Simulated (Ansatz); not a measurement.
# Sn (Fd-3m, 2 atoms in the cell): zone-centre modes under pressure, part 2 of 2

Wanted: Grüneisen parameters and pressure coefficients of the modes of Sn (Fd-3m, 2 atoms in the cell).

Ansatz 0.2.0; DFT r2SCAN, scalar-relativistic, plane waves, PAW; PAW set soft_1.

So far: The structure; Bringing the structure to rest.

The database entry behind the starting cell differs from later determinations by our own check (about 0.3 % short, nanocrystals), so it need not match the best structure at ambient conditions.

## Step 3: Tight relaxation

At this level the gap closes at Γ, and partly filled states there would soften the modes. So, after a tight relaxation on a Γ-centred mesh that is not shown, the volume is relaxed again on 12×12×12 points shifted off Γ, the mesh of all runs that follow.

The input, input.yaml:

```yaml
crystal:
  lattice:
    - [0.0, 3.2837473067, 3.2837473067]
    - [3.2837473067, 0.0, 3.2837473067]
    - [3.2837473067, 3.2837473067, 0.0]
  atoms:
    - { symbol: Sn, position: [0.5, 0.5, 0.5] }
    - { symbol: Sn, position: [0.75, 0.75, 0.75] }
kpoints:
  mp_grid: { grid: [12, 12, 12], shift: [0.5, 0.5, 0.5] }
hamiltonian:
  xc: r2scan
  pseudopotentials: { kind: paw, azcp: { folder: soft_1 } }
scf:
  occupations: { method: gaussian, width: 0.015 }
output:
  forces: true
  stress: true
  eigenvalues: true
relax:
  adjacent_minimum: "off"
  f_tol: 0.001
  max_steps: 60
  cell: { stress_tol: 0.01, fix: [shape] }
```

On the command line:

```bash
$ ansatz run input.yaml --threads 4 --pin off --max-ram 10240MiB --backend cpu --events-out ev --progress --plain --runs-dir out
```

Numbers of over 12 decimals in the logs are rounded to 6 here.

The log of the run:

```text
[...]
k-point 181: bands = [... 10 lower, -1.8206, 0.9141, 5.5281, 6.0639, 8.0447, 10.6304, 10.9203, 13.5768]
--- Relaxed structure (3 steps of the walk, 2 accepted, 1 SCFs on fresh bases) ---
[...]
cell:  # Å, volume = 70.8293 Å³
    - [0, 3.283934, 3.283934]
    - [3.283934, 0, 3.283934]
    - [3.283934, 3.283934, 0]
  atoms:
    - { symbol: Sn, position: [0.499964, 0.499964, 0.499964] }
    - { symbol: Sn, position: [0.750036, 0.750036, 0.750036] }
[key lines of the parts left out:]
SCF converged after 6 iterations
Free energy (F): -12077.410446 eV
Fermi energy:    7.385896 eV
P = ⅓ Tr σ = 0.0008 GPa (0.008 kbar)
```

Wall time 22 s (4 threads of Intel Xeon at 2.60GHz (Ice Lake), shared host); peak memory 0.79 GiB.

Little changed from the start: no atom moved by 0.005 Å and no cell edge by 0.1 %.

This step gave:

| Property | Result |
| --- | --- |
| pressure | 7.81e-4 GPa |
| volume per atom | 35.41 Å³ |
| gap on the k-mesh | 0.1084 eV |

The largest force component left is 0.036 meV/Å and the pressure is 0.001 GPa, within the tolerances set. The cell now holds 35.41 Å³/atom.

## Step 4: Zone-centre response at rest

Phonons follow from the second derivative of the energy, found here by linear response.

The modes at rest are the reference of the series.

input.yaml, the sections that differ from step 3:

```yaml
crystal:
  lattice:
    - [0.0, 3.2839339039, 3.2839339039]
    - [3.2839339039, 0.0, 3.2839339039]
    - [3.2839339039, 3.2839339039, 0.0]
  atoms:
    - { symbol: Sn, position: [0.4999641386, 0.4999641386, 0.4999641386] }
    - { symbol: Sn, position: [0.7500358614, 0.7500358614, 0.7500358614] }
output:
  eigenvalues: true
phonons:
  method: dfpt
# kpoints, hamiltonian, scf: as in step 3
# relax: removed
```

The log of the run:

```text
[...]
Crystal: 2 atoms, lattice volume = 70.829 Å³
Basis set: ecut = 500 eV, 1807 PW (Γ), exchange–correlation on 180×180×180 points (125 copies of the dense FFT grid, shifted against one another)
Bands: 18, of which v1, the nominal top of the filled ones, is band 14 counted from 1 (13 counted from 0)
Symmetry: 12 space group operations
k-points: 468 of 1728 (irreducible under 2 space group operations, time reversal used)
[...]
SCF iter   9: F=-12077.410446 eV  HF=-12077.410446 eV  |F-HF|=9.09e-12  |Δ(HF+E_count)|=  1.46e-11  Δρ=2.16e-8  dr2=4.48e-13  dr2_τ=1.34e-14  ethr=1.00e-12  ⟨swp⟩=6.2  Hψ=38271  notcnv=0
SCF 1 converged in 9 iterations: F = -12077.410446 eV  dr2 = 4.48e-13
[...]
DFPT response loops at Γ: preconditioner auto → Resta (q_TF=auto, 2.337 Å⁻¹)  ε∞=23.5 (no band partly filled); β = 1.00, the filter's whole step (`scf.mixing.beta` (0.50) is not read by the response loops at its default; to damp them type it under 1.00, their step now; it binds the ground state too); Broyden in place of MSR1
SCF converged after 9 iterations
Free energy (F): -12077.410446 eV
[...]
Internal energy: -12077.410446 eV  (E = F + TS)
E sigma→0 (E₀):  -12077.410446 eV
Fermi energy:    7.385896 eV
[...]
--- Band table (eV; the first three rows and the last of 468) ---
  k-point 0: bands = [... 10 lower, -3.5031, 6.3807, 7.3310, 7.3310, 7.6279, 9.6336, 9.6336, 9.6523]
  k-point 1: bands = [... 10 lower, -3.4119, 5.4661, 6.9468, 7.2598, 8.0890, 9.7329, 9.8199, 10.2076]
  k-point 2: bands = [... 10 lower, -3.1876, 4.2180, 6.5718, 6.9833, 8.1191, 10.0851, 10.3033, 11.1071]
  k-point 467: bands = [... 10 lower, -1.8665, 0.9184, 5.9589, 6.1158, 7.6402, 10.6706, 10.7874, 13.3984]
--- Phonons (Γ-DFPT): 1 representative perturbation + reference, on 468 of 1728 k-points (Σ response iterations 8) ---
  k mesh reduced under 2 symmetry operations, with k and −k counted as one. Each operation leaves every solved perturbation unchanged. A smaller set is not considered because the functional reads the kinetic-energy density
  ASR residual: 5.939e-5 → 0.000e0 eV/Å²; symmetrization residual: 3.737e-12 eV/Å²
  ASR residual per site (eV/Å²): 5.94e-5 5.94e-5
  Γ frequencies (cm⁻¹): 0.00 0.00 0.00 191.10 191.10 191.38
  non-analytic LO–TO correction: not included (Born effective charges unavailable; polar crystals: no LO–TO splitting at Γ)
```

Run time: 77 s. Hardware: 4 threads; peak memory 3.2 GiB.

This step gave:

| Quantity | Value |
| --- | --- |
| sum-rule residual before enforcement | 5.94e-5 eV/Å² |
| highest optical mode at the zone centre (no LO-TO term) | 191.4 cm⁻¹ |
| lowest optical zone-centre mode | 191.1 cm⁻¹ |

Patterns of degenerate modes are one choice out of their space. Modes at Γ:

```csv
mode,frequency (cm⁻¹)
1,0.0
2,0.0
3,0.0
4,191.1
5,191.1
6,191.4
```

Displacements in mode 4 (191.1 cm⁻¹), the largest set to 1:
```
Sn1  0.00  1.00 -1.00
Sn2  0.00 -1.00  1.00
```

Displacements in mode 6 (191.4 cm⁻¹), the largest set to 1:
```
Sn1 -1.00 -1.00 -1.00
Sn2  1.00  1.00  1.00
```

Before it was imposed, the acoustic sum rule was missed by 5.9e-5 eV/Å². Small misses are needed for a sound result but don't prove that mesh and cutoff are converged. The lowest optical mode is real, 191 cm⁻¹.

## Step 5: Relaxation of a member: 1.02 times the volume at rest

The cell is set to 1.02 times the volume at rest, and shape and atoms relax at that volume.

input.yaml, the sections that differ from step 4:

```yaml
crystal:
  lattice:
    - [0.0, 3.3056824443, 3.3056824443]
    - [3.3056824443, 0.0, 3.3056824443]
    - [3.3056824443, 3.3056824443, 0.0]
  atoms:
    - { symbol: Sn, position: [0.4999641386, 0.4999641386, 0.4999641386] }
    - { symbol: Sn, position: [0.7500358614, 0.7500358614, 0.7500358614] }
output:
  forces: true
  stress: true
  eigenvalues: true
relax:
  adjacent_minimum: "off"
  f_tol: 0.001
  max_steps: 60
  cell: { stress_tol: 0.01, fix: [volume] }
# kpoints, hamiltonian, scf: as in step 4
# phonons: removed
```

The log of the run:

```text
[...]
Crystal: 2 atoms, lattice volume = 72.246 Å³
Basis set: ecut = 500 eV, 1837 PW (Γ), exchange–correlation on 144×144×144 points (64 copies of the dense FFT grid, shifted against one another)
Bands: 18, of which v1, the nominal top of the filled ones, is band 14 counted from 1 (13 counted from 0)
Symmetry: 12 space group operations
[...]
k-points: 182 of 1728
[...]
k-point 181: bands = [... 10 lower, -1.9721, 0.7398, 5.3201, 5.8523, 7.7561, 10.3804, 10.6618, 13.3146]
--- Relaxed structure (3 steps of the walk, 3 accepted, 1 SCFs on fresh bases) ---
[...]
cell:  # Å, volume = 72.2459 Å³
    - [-0.000900635, 3.305232, 3.305232]
    - [3.305232, -0.000900635, 3.305232]
    - [3.305232, 3.305232, -0.000900635]
  atoms:
    - { symbol: Sn, position: [0.499945, 0.499945, 0.499945] }
    - { symbol: Sn, position: [0.750055, 0.750055, 0.750055] }
[key lines of the parts left out:]
SCF converged after 5 iterations
Free energy (F): -12077.406801 eV
Fermi energy:    7.121066 eV
P = ⅓ Tr σ = -0.8097 GPa (-8.097 kbar)
```

Elapsed: 21 s, on 4 threads; peak memory 0.79 GiB; 80 s of CPU time.

Little changed from the start: no atom moved by 0.005 Å and no cell edge by 0.1 %.

This step gave:

* pressure: -0.8097 GPa
* volume per atom: 36.12 Å³
* gap on the k-mesh: 0.06317 eV

The largest force component left is 0.52 meV/Å, at a pressure of -0.81 GPa.

## Step 6: Modes of this member: 1.02 times the volume at rest

The zone-centre modes follow for 1.02 times the volume at rest.

input.yaml, the sections that differ from step 5:

```yaml
crystal:
  lattice:
    - [-0.0009006354, 3.3052321879, 3.3052321879]
    - [3.3052321879, -0.0009006354, 3.3052321879]
    - [3.3052321879, 3.3052321879, -0.0009006354]
  atoms:
    - { symbol: Sn, position: [0.4999449245, 0.4999449245, 0.4999449245] }
    - { symbol: Sn, position: [0.7500550755, 0.7500550755, 0.7500550755] }
output:
  eigenvalues: true
phonons:
  method: dfpt
# kpoints, hamiltonian, scf: as in step 5
# relax: removed
```

The log of the run:

```text
[...]
Crystal: 2 atoms, lattice volume = 72.246 Å³
Basis set: ecut = 500 eV, 1837 PW (Γ), exchange–correlation on 180×180×180 points (125 copies of the dense FFT grid, shifted against one another)
Bands: 18, of which v1, the nominal top of the filled ones, is band 14 counted from 1 (13 counted from 0)
Symmetry: 12 space group operations
k-points: 468 of 1728 (irreducible under 2 space group operations, time reversal used)
[...]
SCF iter   9: F=-12077.406801 eV  HF=-12077.406801 eV  |F-HF|=1.82e-12  |Δ(HF+E_count)|=  1.64e-11  Δρ=3.01e-8  dr2=8.37e-13  dr2_τ=2.13e-14  ethr=1.00e-12  ⟨swp⟩=6.5  Hψ=38470  notcnv=0
SCF 1 converged in 9 iterations: F = -12077.406801 eV  dr2 = 8.37e-13
[...]
DFPT response loops at Γ: preconditioner auto → Kerker (q_TF=auto, 2.330 Å⁻¹) (partly filled bands, converged f_vac=0.104); β = 1.00, the filter's whole step (`scf.mixing.beta` (0.50) is not read by the response loops under this deck's `scf.mixing.preconditioner`; to damp them name `kerker` or `kerker_dos`, under which they read `scf.mixing.beta`, and type it under 1.00, their step now; both keys bind the ground state too); Broyden in place of MSR1
SCF converged after 9 iterations
Free energy (F): -12077.406801 eV
[...]
Internal energy: -12077.406801 eV  (E = F + TS)
E sigma→0 (E₀):  -12077.406801 eV
Entropy (-TS):   -0.000000 eV (-0.000 meV/atom)
Fermi energy:    7.121067 eV
[...]
--- Band table (eV; the first three rows and the last of 468) ---
  k-point 0: bands = [... 10 lower, -3.6158, 6.0427, 7.0884, 7.0884, 7.3436, 9.3857, 9.3857, 9.4049]
  k-point 1: bands = [... 10 lower, -3.5264, 5.1713, 6.7184, 7.0189, 7.7816, 9.4835, 9.5634, 9.9386]
  k-point 2: bands = [... 10 lower, -3.3067, 3.9614, 6.3518, 6.7502, 7.8219, 9.8287, 10.0366, 10.8046]
  k-point 467: bands = [... 10 lower, -2.0193, 0.7459, 5.7472, 5.9042, 7.3582, 10.4205, 10.5333, 13.1547]
[...]
ASR residual: 1.043e-4 → 0.000e0 eV/Å²; symmetrization residual: 2.184e-12 eV/Å²
  ASR residual per site (eV/Å²): 1.04e-4 1.04e-4
  Γ frequencies (cm⁻¹): 0.00 0.00 0.00 186.50 186.50 187.14
[...]
```

Wall time 79 s (4 threads); peak memory 3.3 GiB; 5 min of CPU time.

Numbers from this step:

| Item | Value |
| --- | --- |
| sum-rule residual before enforcement | 1.04e-4 eV/Å² |
| highest optical mode at the zone centre (no LO-TO term) | 187.1 cm⁻¹ |
| lowest optical zone-centre mode | 186.5 cm⁻¹ |

Patterns of degenerate modes are one choice out of their space. Modes at Γ:

```csv
mode,frequency (cm⁻¹)
1,0.0
2,0.0
3,0.0
4,186.5
5,186.5
6,187.1
```

The lowest optical mode is real, 186 cm⁻¹, and the highest lies at 187.1 cm⁻¹.

For the highest optical mode at the zone centre (no LO-TO term), step 4 gave 191 cm⁻¹; this run, with volume ratio 1.02, gives 187 cm⁻¹ (-2 %).

## Step 7: A member of the series: 0.9 times the volume at rest

The cell is set to 0.9 times the volume at rest, and shape and atoms relax at that volume.

input.yaml, the sections that differ from step 6:

```yaml
crystal:
  lattice:
    - [-0.000904167, 3.1701513049, 3.1701513049]
    - [3.1701513049, -0.000904167, 3.1701513049]
    - [3.1701513049, 3.1701513049, -0.000904167]
  atoms:
    - { symbol: Sn, position: [0.4999523388, 0.4999523388, 0.4999523388] }
    - { symbol: Sn, position: [0.7500476612, 0.7500476612, 0.7500476612] }
output:
  forces: true
  stress: true
  eigenvalues: true
relax:
  adjacent_minimum: "off"
  f_tol: 0.001
  max_steps: 60
  cell: { stress_tol: 0.01, fix: [volume] }
# kpoints, hamiltonian, scf: as in step 6
# phonons: removed
```

The log of the run:

```text
[...]
Crystal: 2 atoms, lattice volume = 63.746 Å³
Basis set: ecut = 500 eV, 1639 PW (Γ), exchange–correlation on 144×144×144 points (64 copies of the dense FFT grid, shifted against one another)
Bands: 18, of which v1, the nominal top of the filled ones, is band 14 counted from 1 (13 counted from 0)
Symmetry: 12 space group operations
[...]
k-points: 182 of 1728
[...]
--- Relaxed structure (1 steps of the walk, 1 accepted, 1 SCFs on fresh bases) ---
[...]
cell:  # Å, volume = 63.7464 Å³
    - [-0.000904167, 3.1701513049, 3.1701513049]
    - [3.1701513049, -0.000904167, 3.1701513049]
    - [3.1701513049, 3.1701513049, -0.000904167]
  atoms:
    - { symbol: Sn, position: [0.499952, 0.499952, 0.499952] }
    - { symbol: Sn, position: [0.7500476612, 0.7500476612, 0.7500476612] }
[key lines of the parts left out:]
SCF converged after 5 iterations
Free energy (F): -12077.293987 eV
Fermi energy:    8.888731 eV
P = ⅓ Tr σ = 5.8335 GPa (58.335 kbar)
```

It took 11 s on 4 threads; peak memory 0.75 GiB.

Little changed from the start: no atom moved by 0.005 Å and no cell edge by 0.1 %.

This step gave:

| Quantity | Value |
| --- | --- |
| pressure | 5.834 GPa |
| gap on the k-mesh | 0.3537 eV |
| volume per atom | 31.87 Å³ |

The largest force component left is 0.86 meV/Å, at a pressure of 5.83 GPa.

## Step 8: Modes of this member: 0.9 times the volume at rest

The zone-centre modes follow for 0.9 times the volume at rest.

input.yaml: that of step 7 with these lines changed.

```diff
@@ -16,9 +16,4 @@
 output:
-  forces: true
-  stress: true
   eigenvalues: true
-relax:
-  adjacent_minimum: "off"
-  f_tol: 0.001
-  max_steps: 60
-  cell: { stress_tol: 0.01, fix: [volume] }
+phonons:
+  method: dfpt
```

The log of the run:

```text
[...]
Crystal: 2 atoms, lattice volume = 63.746 Å³
Basis set: ecut = 500 eV, 1639 PW (Γ), exchange–correlation on 180×180×180 points (125 copies of the dense FFT grid, shifted against one another)
Bands: 18, of which v1, the nominal top of the filled ones, is band 14 counted from 1 (13 counted from 0)
Symmetry: 12 space group operations
k-points: 468 of 1728 (irreducible under 2 space group operations, time reversal used)
[...]
k-point 1: bands = [... 10 lower, -2.7650, 7.0603, 8.2575, 8.6319, 9.8779, 11.1360, 11.2748, 11.7593]
  k-point 2: bands = [... 10 lower, -2.5147, 5.6201, 7.8395, 8.3109, 9.8164, 11.5276, 11.8100, 12.8483]
  k-point 467: bands = [... 10 lower, -1.0035, 1.8670, 7.1735, 7.3224, 9.2657, 12.0822, 12.2170, 14.7537]
[...]
ASR residual: 6.016e-5 → 0.000e0 eV/Å²; symmetrization residual: 3.663e-12 eV/Å²
  ASR residual per site (eV/Å²): 6.02e-5 6.02e-5
  Γ frequencies (cm⁻¹): 0.00 0.00 0.00 215.29 215.37 215.37
[...]
[key lines of the parts left out:]
SCF converged after 8 iterations
Free energy (F): -12077.293987 eV
Fermi energy:    8.888730 eV
```

Run time: 68 s. Hardware: 4 threads; peak memory 3.1 GiB.

This step gave:

```
sum-rule residual before enforcement                    : 6.02e-5 eV/Å²
highest optical mode at the zone centre (no LO-TO term) : 215.4 cm⁻¹
lowest optical zone-centre mode                         : 215.3 cm⁻¹
```

Patterns of degenerate modes are one choice out of their space. Modes at Γ:

```csv
mode,frequency (cm⁻¹)
1,0.0
2,0.0
3,0.0
4,215.3
5,215.4
6,215.4
```

The lowest optical mode is real, 215 cm⁻¹, and the highest lies at 215.4 cm⁻¹.

For the highest optical mode at the zone centre (no LO-TO term), step 4 gave 191 cm⁻¹; this run, with volume ratio 0.9, gives 215 cm⁻¹ (+13 %).

## Step 9: The series together

The members are set side by side, also those not shown above.

Each row is one cell with its response, relaxed at fixed volume as far as symmetry leaves anything free; energies are extrapolated to zero smearing, and E0 is that at rest; members with a gap under 0.05 eV are left out; shape and atoms are relaxed in each cell where symmetry leaves them free; all runs use 12×12×12 k points and Gaussian smearing of 0.015 eV. State of the crystal along the series:

```csv
volume ratio,V (Å³/atom),pressure (GPa),E - E0 (meV/atom),first cell vector (Å),third cell vector (Å)
0.9,31.87,5.833,58.23,4.483,4.483
0.92,32.58,4.379,35.72,4.516,4.516
0.94,33.29,3.086,19.27,4.549,4.549
0.96,34,1.935,8.226,4.581,4.581
0.98,34.71,0.9116,1.977,4.612,4.612
0.99,35.06,0.4429,0.4851,4.628,4.628
1,35.41,7.81e-4,0,4.644,4.644
1.02,36.12,-0.8097,1.823,4.674,4.674
```

Each mode is tracked from rest by its pattern, and modes that stay within 0.3 cm⁻¹ of each other stand once; members with a gap under 0.05 eV are left out; shape and atoms are relaxed in each cell where symmetry leaves them free; all runs use 12×12×12 k points and Gaussian smearing of 0.015 eV. Optical modes along the series:

```csv
V (Å³/atom),mode 4 (cm⁻¹),mode 6 (cm⁻¹)
31.87,215.4,215.3
32.58,210.2,210.2
33.29,205.2,205.2
34,200.3,200.5
34.71,195.6,195.9
35.06,193.3,193.7
35.41,191.1,191.4
36.12,186.5,187.1
```

From cubic fits (parabolas where under five rows exist) of ln ω and P against ln V through the rows within about 4 % of rest: γ = −d ln ω / d ln V and dω/dP = γ ω / B. Slopes at rest:

```csv
mode,fitted frequency at rest (cm⁻¹),Grüneisen parameter γ,dω/dP (cm⁻¹/GPa)
mode 4,191.1,1.18,5.26
mode 6,191.4,1.15,5.14
```

## Step 10: What came out

```
members                                                          : 8
highest optical mode at the zone centre (no LO-TO term), at rest : 191.4 cm⁻¹
bulk modulus at rest                                             : 42.9 GPa
mode 4, γ                                                        : 1.18
mode 6, γ                                                        : 1.15
```

In words: The series spans -0.8 to 5.8 GPa, and the slope at rest gives a bulk modulus of 43 GPa. Among the modes in the table of slopes γ runs from 1.15 (mode 6) to 1.18 (mode 4). One k mesh and one cutoff serve the ground states and modes of all volumes. At volume ratio 1.04 and 1.06 the gap on the mesh is under 0.05 eV, where mesh and smearing no longer suit, so these members are left out. These are harmonic frequencies at zero temperature: anharmonic shifts, linewidths and thermal expansion are left out. Spin-orbit coupling is left out, which can matter for the heavy elements here. The PAW files were made for PBE; the program adapts parts of them to the functional of the run, but their partial waves stay those of PBE, an approximation that was not tested in this session. Only the zone centre was solved, so an instability at another wavevector cannot show here. The k mesh is shifted off Γ, so the gap on the mesh misses a band edge that lies there. The shift also lowers the symmetry that the program can use, which splits degenerate modes slightly; labels are left out.

[Logs are printed without paths, hosts, clocks, repeated set-up lines and the standing remarks that a program may print on its own settings, such as how far it seeks lower states.]

[Hosts, paths, dates, database ids (printed as entryN), source tags and the programs' standing remarks are cut or masked in the printed files.]
